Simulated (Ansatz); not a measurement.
Entries from a set of simulations; values are calculated unless marked as measured.

```
! title: A low-energy model for LiMoN2 (R3m): bands, U and J
! method: DFT, LDA, plane waves, PAW (and 1 further level or step)
! program: Ansatz 0.2.0
! settings of one run: cutoff 420 eV, 10×10×10 k-mesh, smearing width 0.08 eV, default PAW, coordination {"Mo": "prismatic"}, magnetic state non-magnetic by constraint
! cost: 2 runs, 17 min in all on 4 threads of Arm Neoverse V2, shared host (the runs of this entry)
! notes: This run has no spin polarisation although its electron count is odd. The cell and positions are those that the Materials Project relaxed with its own functionals (PBE, PBE+U or r2SCAN), kept fixed. Limits: no spin-orbit coupling. The bands cross the Fermi level under this constraint, which need not be the crystal’s state: magnetic order, correlation or a lattice distortion may open a gap.
! Mo d + anion p: U 7.58 eV, U′ 6.71 eV, J 0.43 eV, bare V 14.6 eV
! method: constrained RPA on non-magnetic LDA, 6×6×6 mesh, static; search for lower states off
CELL_PARAMETERS angstrom
-1.66934 0.00000 5.29899
0.83467 -1.44569 5.29899
0.83467 1.44569 5.29899
ATOMIC_POSITIONS crystal
Li 0.41360 0.41360 0.41360
Mo 0.58592 0.58592 0.58592
N 0.84263 0.84263 0.84263
N 0.99655 0.99655 0.99655
```

[Paths, hosts, dates, memory and timing lines, banners, echoed tables and standing remarks are left out of the program output.]

[Logs are printed without paths, hosts, clocks, repeated set-up lines and the standing remarks that a program may print on its own settings, such as how far it seeks lower states.]

[Runs of the session that timed out or met a known fault of the program may be left out.]

[Hosts, paths, dates, database ids (printed as entryN), source tags and the programs' standing remarks are cut or masked in the printed files.]
